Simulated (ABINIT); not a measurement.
# A GW chain in ABINIT: WS2 (Tungstenite), part 2 of 3

How does a plane-wave GW calculation on WS2 (Tungstenite) run from the first input to the gap?

ABINIT 10.8.3; LDA and many-body steps on it, plane waves. Known limits of the many-body steps: not at the basis limit; no spin-orbit coupling; coarse k mesh.

So far. Step 2 (Ground state): The gap is indirect, with the least direct gap 0.91 eV higher.

### 3. Bands along the symmetry lines

Level of this step: DFT, LDA, plane waves, norm-conserving pseudopotentials (ABINIT).

Levels along a band path, at the cheap level, show where the edges lie and whether the meshes to come will hold them.

run.abi

```
acell 3*1.0 Angstrom
rprim 
  3.153199999992 0.000000000002 0.000000000000
  -1.576599999998 2.730751303206 0.000000000000
  0.000000000000 0.000000000000 12.323000000000
ntypat 2
znucl 74 16
natom 6
typat 1 1 2 2 2 2
xred 
  0.333333333333 0.666666666667 0.250000000000
  0.666666666667 0.333333333333 0.750000000000
  0.333333333333 0.666666666667 0.622500000000
  0.666666666667 0.333333333333 0.122500000000
  0.333333333333 0.666666666667 0.877500000000
  0.666666666667 0.333333333333 0.377500000000
pp_dirpath "pseudos"
pseudos "W.upf, S.upf"
ecut 29
iscf -2
irdden 1
kptopt 0
nkpt 75
kpt 
  0.00000000 0.00000000 0.00000000
  0.06250000 0.00000000 0.00000000
  0.12500000 0.00000000 0.00000000
  0.18750000 0.00000000 0.00000000
  0.25000000 0.00000000 0.00000000
  0.31250000 0.00000000 0.00000000
  0.37500000 0.00000000 0.00000000
  0.43750000 0.00000000 0.00000000
  0.50000000 0.00000000 0.00000000
  0.47916667 0.04166667 0.00000000
  0.45833333 0.08333333 0.00000000
  0.43750000 0.12500000 0.00000000
  0.41666666 0.16666666 0.00000000
  0.39583333 0.20833333 0.00000000
  0.37500000 0.25000000 0.00000000
  0.35416666 0.29166666 0.00000000
  0.33333333 0.33333333 0.00000000
  0.29166666 0.29166666 0.00000000
  0.25000000 0.25000000 0.00000000
  0.20833333 0.20833333 0.00000000
  0.16666666 0.16666666 0.00000000
  0.12500000 0.12500000 0.00000000
  0.08333333 0.08333333 0.00000000
  0.04166667 0.04166667 0.00000000
  0.00000000 0.00000000 0.00000000
  0.00000000 0.00000000 0.06250000
  0.00000000 0.00000000 0.12500000
  0.00000000 0.00000000 0.18750000
  0.00000000 0.00000000 0.25000000
  0.00000000 0.00000000 0.31250000
  0.00000000 0.00000000 0.37500000
  0.00000000 0.00000000 0.43750000
  0.00000000 0.00000000 0.50000000
  0.06250000 0.00000000 0.50000000
  0.12500000 0.00000000 0.50000000
  0.18750000 0.00000000 0.50000000
  0.25000000 0.00000000 0.50000000
  0.31250000 0.00000000 0.50000000
  0.37500000 0.00000000 0.50000000
  0.43750000 0.00000000 0.50000000
  0.50000000 0.00000000 0.50000000
  0.47916667 0.04166667 0.50000000
  0.45833333 0.08333333 0.50000000
  0.43750000 0.12500000 0.50000000
  0.41666666 0.16666666 0.50000000
  0.39583333 0.20833333 0.50000000
  0.37500000 0.25000000 0.50000000
  0.35416666 0.29166666 0.50000000
  0.33333333 0.33333333 0.50000000
  0.29166666 0.29166666 0.50000000
  0.25000000 0.25000000 0.50000000
  0.20833333 0.20833333 0.50000000
  0.16666666 0.16666666 0.50000000
  0.12500000 0.12500000 0.50000000
  0.08333333 0.08333333 0.50000000
  0.04166667 0.04166667 0.50000000
  0.00000000 0.00000000 0.50000000
  0.50000000 0.00000000 0.50000000
  0.50000000 0.00000000 0.43750000
  0.50000000 0.00000000 0.37500000
  0.50000000 0.00000000 0.31250000
  0.50000000 0.00000000 0.25000000
  0.50000000 0.00000000 0.18750000
  0.50000000 0.00000000 0.12500000
  0.50000000 0.00000000 0.06250000
  0.50000000 -0.00000000 0.00000000
  0.33333333 0.33333333 0.50000000
  0.33333333 0.33333333 0.43750000
  0.33333333 0.33333333 0.37500000
  0.33333333 0.33333333 0.31250000
  0.33333333 0.33333333 0.25000000
  0.33333333 0.33333333 0.18750000
  0.33333333 0.33333333 0.12500000
  0.33333333 0.33333333 0.06250000
  0.33333333 0.33333333 0.00000000
istwfk *1
nband 38
nbdbuf 7
tolwfr 1e-07
nstep 50
prtwf 0
prtvol 0
indata_prefix "in"
outdata_prefix "out"
tmpdata_prefix "tmp"
```

Run with:

```bash
> OMP_NUM_THREADS=1 mpirun -n 4 abinit run.abi > log
```

Numbers of over 12 decimals in the logs are rounded to 6 here.

Log:

```text
.Version 10.8.3 of ABINIT. v10.8.2 released Aug 2026.

 Symmetries : space group P6_3/m m c (#194); Bravais hP (primitive hexag.)
[... echo of the input left out ...]
== DATASET  1 ==================================================================
-   mpi_nproc: 4, omp_nthreads: 1 (-1 if OMP is not activated)

--- !DatasetInfo
iteration_state: {dtset: 1, }
dimensions: {natom: 6, nkpt: 75, mband: 38, nsppol: 1, nspinor: 1, nspden: 1, mpw: 5384, }
cutoff_energies: {ecut:  29.0, pawecutdg:  -1.0, }
electrons: {nelect:   5.20000000E+01, charge:   0.00000000E+00, occopt:   1.00000000E+00, tsmear:   1.00000000E-02, }

 Real(R)+Recip(G) space primitive vectors, cartesian coordinates (Bohr,Bohr^-1):
 R(1)=  5.9586844  0.0000000  0.0000000  G(1)=  0.1678223  0.0968922  0.0000000
 R(2)= -2.9793422  5.1603721  0.0000000  G(2)=  0.0000000  0.1937845  0.0000000
 R(3)=  0.0000000  0.0000000 23.2870950  G(3)=  0.0000000  0.0000000  0.0429422
 Unit cell volume ucvol=  7.1605555E+02 bohr^3
 Angles (23,13,12)=  9.00000000E+01  9.00000000E+01  1.20000000E+02 degrees

 getcut: wavevector=  0.0000  0.0000  0.0000  ngfft=  30  30 120
         ecut(hartree)=     29.000   => boxcut(ratio)=   2.07840

--- Pseudopotential description ------------------------------------------------
- W Generated using ONCVPSP code by D. R. Hamann
- 74.00000  14.00000  180309                  znucl, zion, pspdat
12 -1012 3 -1 1380                            pspcod,pspxc,lmax,lloc,mmax
     nproj     2     2     2     2
  pspatm : epsatm=   11.27607432
         --- l  ekb(1:nproj) -->
             0   13.067706    1.861453
             1    9.142164    1.419943
             2    4.508223    0.515609
[...]
pspatm: atomic psp has been read  and splines computed

- S Generated using ONCVPSP code by D. R. Hamann
- 16.00000   6.00000  180309                  znucl, zion, pspdat
12 -1012 2 -1 1132                            pspcod,pspxc,lmax,lloc,mmax
     nproj     2     2     2     0
  pspatm : epsatm=    8.64647033
         --- l  ekb(1:nproj) -->
[...]
pspatm: atomic psp has been read  and splines computed

--------------------------------------------------------------------------------

================================================================================
 prteigrs : about to open file out_EIG
 Non-SCF case, kpt    1 (  0.00000  0.00000  0.00000), residuals and eigenvalues=
  7.87E-08  8.70E-08  2.18E-08  3.22E-08  2.93E-08  5.53E-08  1.77E-08  4.06E-08
  4.35E-08  2.74E-08  7.30E-08  2.61E-08  2.79E-08  3.80E-08  9.38E-08  2.68E-08
  3.71E-08  1.85E-08  8.31E-08  5.42E-08  3.64E-08  3.92E-08  8.44E-08  4.99E-08
[...]
4.95E-08  7.02E-08  6.52E-07  1.56E-07  1.20E-04  2.61E-04
 -2.3986E+00 -2.3986E+00 -1.0852E+00 -1.0851E+00 -1.0779E+00 -1.0779E+00
 -1.0779E+00 -1.0779E+00 -2.2980E-01 -2.2105E-01 -1.7277E-01 -1.5605E-01
[...]
5.6926E-01  6.2029E-01
 Non-SCF case, kpt   75 (  0.33333  0.33333  0.00000), residuals and eigenvalues=
[...]
5.6896E-01  6.2154E-01

--- !ResultsGS
iteration_state: {dtset: 1, }
comment   : Summary of ground state results
lattice_vectors:
- [  5.9586844,   0.0000000,   0.0000000, ]
- [ -2.9793422,   5.1603721,   0.0000000, ]
- [  0.0000000,   0.0000000,  23.2870950, ]
lattice_lengths: [   5.95868,    5.95868,   23.28710, ]
lattice_angles: [ 90.000,  90.000, 120.000, ] # degrees, (23, 13, 12)
lattice_volume:   7.1605555E+02
convergence: {deltae:  0.000E+00, res2:  0.000E+00, residm:  9.982E-08, diffor:  0.000E+00, }
etotal    :  -1.96285045E+02
entropy   :   0.00000000E+00
fermie    :   3.42603166E-01
cartesian_stress_tensor: null
pressure_GPa: null
xred      :
- [  3.3333E-01,   6.6667E-01,   2.5000E-01,  W]
- [  6.6667E-01,   3.3333E-01,   7.5000E-01,  W]
- [  3.3333E-01,   6.6667E-01,   6.2250E-01,  S]
- [  6.6667E-01,   3.3333E-01,   1.2250E-01,  S]
- [  3.3333E-01,   6.6667E-01,   8.7750E-01,  S]
- [  6.6667E-01,   3.3333E-01,   3.7750E-01,  S]
cartesian_forces: null
force_length_stats: {min: null, max: null, mean: null, }

 Integrated electronic density in atomic spheres:
 ------------------------------------------------
 Atom  Sphere_radius  Integrated_density
[...]
================================================================================

 ----iterations are completed or convergence reached----

 Mean square residual over all n,k,spin=   50.304E-09; max=  99.822E-09
 reduced coordinates (array xred) for    6 atoms
[...]
0.333333333333      0.666666666667      0.877500000000
       0.666666666667      0.333333333333      0.377500000000

 cartesian coordinates (angstrom) at end:
    1     -1.33e-12     1.820501     3.080750
    2      1.576600     0.910250     9.242250
    3     -1.33e-12     1.820501     7.671068
    4      1.576600     0.910250     1.509567
    5     -1.33e-12     1.820501    10.813432
    6      1.576600     0.910250     4.651933
 length scales=  1.889726125908  1.889726125908  1.889726125908 bohr
              =  1.000000000000  1.000000000000  1.000000000000 angstroms
 prteigrs : about to open file out_EIG
 Eigenvalues (hartree) for nkpt=  75  k points:
 kpt#   1, nband= 38, wtk=  1.00000, kpt=  0.0000  0.0000  0.0000 (reduced coord)
[...]
kpt#   2, nband= 38, wtk=  1.00000, kpt=  0.0625  0.0000  0.0000 (reduced coord)
[...]
kpt#   3, nband= 38, wtk=  1.00000, kpt=  0.1250  0.0000  0.0000 (reduced coord)
[...]
kpt#  74, nband= 38, wtk=  1.00000, kpt=  0.3333  0.3333  0.0625 (reduced coord)
[...]
0.52399    0.52399    0.54772    0.56926    0.56926    0.62029
 kpt#  75, nband= 38, wtk=  1.00000, kpt=  0.3333  0.3333  0.0000 (reduced coord)
[...]
0.14681    0.15653    0.17722    0.17722    0.19091    0.19091    0.23632    0.23632
   0.31438    0.32242    0.38904    0.38904    0.41374    0.46135    0.46344    0.46344
   0.52426    0.52426    0.54687    0.56896    0.56896    0.62154

== END DATASET(S) ==============================================================
================================================================================

 -outvars: echo values of variables after computation  --------
            nband          38
             nkpt          75
          spgroup         194
 [... the other variables as echoed above ...]

 Calculation completed.
```

Elapsed: 76 s, on 4 MPI ranks of Arm Neoverse V1, shared host; peak memory 0.51 GiB.

This step gave:

| Item | Value |
| --- | --- |
| gap | 0.9078 eV |
| k of the valence top | 0, 0, 0 |
| k of the conduction bottom | 0.1667, 0.1667, 0 |
| least direct gap | 1.813 eV |

The gap is 0.908 eV, as in the run before at this level.

The electronic bands at the labelled points (eV, zero at the top of the highest filled band):

```csv
point,band 23,band 24,band 25,band 26,band 27,band 28,band 29,band 30
Γ,-2.18,-1.46,-1.28,0.00,2.29,2.29,2.31,2.31
halfway,-2.55,-1.83,-1.65,-1.50,1.28,1.83,2.06,2.27
M,-1.93,-1.72,-1.70,-1.52,2.28,2.32,2.53,2.87
halfway,-2.98,-2.58,-1.23,-0.96,1.91,2.02,2.60,2.84
K,-2.89,-2.89,-0.77,-0.55,1.26,1.26,1.94,3.23
halfway,-2.07,-1.80,-1.54,-1.52,0.91,1.80,2.03,2.11
Γ,-2.18,-1.46,-1.28,0.00,2.29,2.29,2.31,2.31
halfway,-2.19,-2.13,-0.74,-0.08,2.29,2.29,2.29,2.29
A,-2.21,-2.21,-0.32,-0.32,2.29,2.29,2.29,2.29
halfway,-2.33,-2.33,-1.52,-1.52,1.72,1.72,1.94,1.94
L,-1.82,-1.82,-1.59,-1.59,2.30,2.30,2.73,2.73
halfway,-2.85,-2.85,-1.08,-1.08,1.97,1.97,2.79,2.79
H,-3.08,-3.08,-0.67,-0.67,1.26,1.26,2.49,2.49
halfway,-2.00,-2.00,-1.52,-1.52,1.32,1.32,2.17,2.17
A,-2.21,-2.21,-0.32,-0.32,2.29,2.29,2.29,2.29
jump to L,-1.82,-1.82,-1.59,-1.59,2.30,2.30,2.73,2.73
halfway,-1.90,-1.75,-1.66,-1.54,2.28,2.32,2.60,2.83
M,-1.93,-1.72,-1.70,-1.52,2.28,2.32,2.53,2.87
jump to H,-3.08,-3.08,-0.67,-0.67,1.26,1.26,2.49,2.49
halfway,-2.97,-2.97,-0.74,-0.59,1.26,1.26,2.09,2.98
K,-2.89,-2.89,-0.77,-0.55,1.26,1.26,1.94,3.23
```

### 4. Empty states on the mesh, 3×3×1 mesh, 380 bands

The sums over transitions need many empty states on a uniform mesh; this step solves for them.

run.abi

```
acell 3*1.0 Angstrom
rprim 
  3.153199999992 0.000000000002 0.000000000000
  -1.576599999998 2.730751303206 0.000000000000
  0.000000000000 0.000000000000 12.323000000000
ntypat 2
znucl 74 16
natom 6
typat 1 1 2 2 2 2
xred 
  0.333333333333 0.666666666667 0.250000000000
  0.666666666667 0.333333333333 0.750000000000
  0.333333333333 0.666666666667 0.622500000000
  0.666666666667 0.333333333333 0.122500000000
  0.333333333333 0.666666666667 0.877500000000
  0.666666666667 0.333333333333 0.377500000000
pp_dirpath "pseudos"
pseudos "W.upf, S.upf"
ecut 29
ngkpt 3 3 1
nshiftk 1
shiftk 0 0 0
kptopt 1
chksymbreak 0
iscf -2
irdden 1
istwfk *1
nband 380
nbdbuf 34
tolwfr 1e-09
nstep 60
prtvol 0
indata_prefix "in"
outdata_prefix "out"
tmpdata_prefix "tmp"
```

Run with:

```bash
> OMP_NUM_THREADS=1 mpirun -n 3 abinit run.abi > log
```

Log:

```text
.Version 10.8.3 of ABINIT. v10.8.2 released Aug 2026.

 Symmetries : space group P6_3/m m c (#194); Bravais hP (primitive hexag.)
[... echo of the input left out ...]
== DATASET  1 ==================================================================
-   mpi_nproc: 3, omp_nthreads: 1 (-1 if OMP is not activated)

--- !DatasetInfo
iteration_state: {dtset: 1, }
dimensions: {natom: 6, nkpt: 3, mband: 380, nsppol: 1, nspinor: 1, nspden: 1, mpw: 5373, }
cutoff_energies: {ecut:  29.0, pawecutdg:  -1.0, }
electrons: {nelect:   5.20000000E+01, charge:   0.00000000E+00, occopt:   1.00000000E+00, tsmear:   1.00000000E-02, }

 Real(R)+Recip(G) space primitive vectors, cartesian coordinates (Bohr,Bohr^-1):
 R(1)=  5.9586844  0.0000000  0.0000000  G(1)=  0.1678223  0.0968922  0.0000000
 R(2)= -2.9793422  5.1603721  0.0000000  G(2)=  0.0000000  0.1937845  0.0000000
 R(3)=  0.0000000  0.0000000 23.2870950  G(3)=  0.0000000  0.0000000  0.0429422
 Unit cell volume ucvol=  7.1605555E+02 bohr^3
 Angles (23,13,12)=  9.00000000E+01  9.00000000E+01  1.20000000E+02 degrees

 getcut: wavevector=  0.0000  0.0000  0.0000  ngfft=  30  30 120
         ecut(hartree)=     29.000   => boxcut(ratio)=   2.07840

--- Pseudopotential description ------------------------------------------------
- W Generated using ONCVPSP code by D. R. Hamann
- 74.00000  14.00000  180309                  znucl, zion, pspdat
12 -1012 3 -1 1380                            pspcod,pspxc,lmax,lloc,mmax
     nproj     2     2     2     2
  pspatm : epsatm=   11.27607432
         --- l  ekb(1:nproj) -->
             0   13.067706    1.861453
             1    9.142164    1.419943
             2    4.508223    0.515609
[...]
pspatm: atomic psp has been read  and splines computed

- S Generated using ONCVPSP code by D. R. Hamann
- 16.00000   6.00000  180309                  znucl, zion, pspdat
12 -1012 2 -1 1132                            pspcod,pspxc,lmax,lloc,mmax
     nproj     2     2     2     0
  pspatm : epsatm=    8.64647033
         --- l  ekb(1:nproj) -->
[...]
pspatm: atomic psp has been read  and splines computed

--------------------------------------------------------------------------------

================================================================================
 prteigrs : about to open file out_EIG
 Non-SCF case, kpt    1 (  0.00000  0.00000  0.00000), residuals and eigenvalues=
  3.26E-10  3.71E-10  1.64E-10  8.37E-10  1.11E-10  6.73E-10  6.20E-10  8.80E-10
  2.17E-10  2.37E-10  1.55E-10  2.54E-10  4.22E-10  2.35E-10  1.97E-10  1.82E-10
  4.00E-10  2.06E-10  3.57E-10  1.76E-10  2.81E-10  2.88E-10  4.19E-10  1.93E-10
[...]
5.45E-04  7.68E-04  1.90E-03  2.09E-03
 -2.3986E+00 -2.3986E+00 -1.0852E+00 -1.0851E+00 -1.0779E+00 -1.0779E+00
 -1.0779E+00 -1.0779E+00 -2.2980E-01 -2.2105E-01 -1.7277E-01 -1.5605E-01
  6.1255E-02  1.0127E-01  1.9981E-01  2.1492E-01  2.1492E-01  2.1542E-01
[...]
4.6124E+00  4.6124E+00  4.6177E+00  4.6248E+00  4.6248E+00  4.6697E+00
  4.6701E+00  4.7032E+00  4.7062E+00  4.7124E+00  4.7164E+00  4.7217E+00
  4.7246E+00  4.7365E+00
 prteigrs : prtvol=0 or 1, do not print more k-points.

--- !ResultsGS
iteration_state: {dtset: 1, }
comment   : Summary of ground state results
lattice_vectors:
- [  5.9586844,   0.0000000,   0.0000000, ]
- [ -2.9793422,   5.1603721,   0.0000000, ]
- [  0.0000000,   0.0000000,  23.2870950, ]
lattice_lengths: [   5.95868,    5.95868,   23.28710, ]
lattice_angles: [ 90.000,  90.000, 120.000, ] # degrees, (23, 13, 12)
lattice_volume:   7.1605555E+02
convergence: {deltae:  0.000E+00, res2:  0.000E+00, residm:  9.960E-10, diffor:  0.000E+00, }
etotal    :  -1.96285045E+02
entropy   :   0.00000000E+00
fermie    :   3.42603166E-01
cartesian_stress_tensor: null
pressure_GPa: null
xred      :
- [  3.3333E-01,   6.6667E-01,   2.5000E-01,  W]
- [  6.6667E-01,   3.3333E-01,   7.5000E-01,  W]
- [  3.3333E-01,   6.6667E-01,   6.2250E-01,  S]
- [  6.6667E-01,   3.3333E-01,   1.2250E-01,  S]
- [  3.3333E-01,   6.6667E-01,   8.7750E-01,  S]
- [  6.6667E-01,   3.3333E-01,   3.7750E-01,  S]
cartesian_forces: null
force_length_stats: {min: null, max: null, mean: null, }

 Integrated electronic density in atomic spheres:
 ------------------------------------------------
 Atom  Sphere_radius  Integrated_density
[...]
================================================================================

 ----iterations are completed or convergence reached----

 Mean square residual over all n,k,spin=   42.458E-11; max=  99.602E-11
 reduced coordinates (array xred) for    6 atoms
[...]
0.333333333333      0.666666666667      0.877500000000
       0.666666666667      0.333333333333      0.377500000000

 cartesian coordinates (angstrom) at end:
    1     -1.33e-12     1.820501     3.080750
    2      1.576600     0.910250     9.242250
[...]
6      1.576600     0.910250     4.651933
 length scales=  1.889726125908  1.889726125908  1.889726125908 bohr
              =  1.000000000000  1.000000000000  1.000000000000 angstroms
 prteigrs : about to open file out_EIG
 Eigenvalues (hartree) for nkpt=   3  k points:
 kpt#   1, nband=380, wtk=  0.11111, kpt=  0.0000  0.0000  0.0000 (reduced coord)
[...]
4.49650    4.51695    4.52951    4.55437    4.55437    4.56987    4.61236    4.61236
   4.61765    4.62481    4.62483    4.66974    4.67008    4.70322    4.70620    4.71243
   4.71642    4.72170    4.72464    4.73654
 prteigrs : prtvol=0 or 1, do not print more k-points.

== END DATASET(S) ==============================================================
================================================================================

 -outvars: echo values of variables after computation  --------
            nband         380
             nkpt           3
          spgroup         194
 [... the other variables as echoed above ...]

 Calculation completed.
```

Run time: 2.5 min. Hardware: 3 MPI ranks; peak memory 0.4 GiB; 7.5 min of CPU time.

This step gave:

* gap: 1.264 eV
* k of the valence top: 0, 0, 0
* k of the conduction bottom: 0.3333, 0.3333, 0
* least direct gap: 1.813 eV
* k points computed: 3
* lowest point of the top converged band, above the valence top: 107.3584 eV

On this mesh the gap is 1.264 eV. The earlier step found 0.908 eV, so this mesh misses an edge.

[end of part 2 of 3]

[Paths, hosts, dates, memory and timing lines, banners, echoed tables and standing remarks are left out of the program output.]

[Logs are printed without paths, hosts, clocks, repeated set-up lines and the standing remarks that a program may print on its own settings, such as how far it seeks lower states.]

[Runs of the session that timed out or met a known fault of the program may be left out.]

[Hosts, paths, dates, database ids (printed as entryN), source tags and the programs' standing remarks are cut or masked in the printed files.]

[G0W0 gaps are taken among the corrected bands and points alone; a level outside them can change the order at an edge.]

[Where Ansatz stands beside ABINIT at settings called matched, ABINIT's density can come from a denser mesh and the files from another edition; pairs whose starting gaps differed by over 0.03 eV were left out, so agreement reads better than it is.]
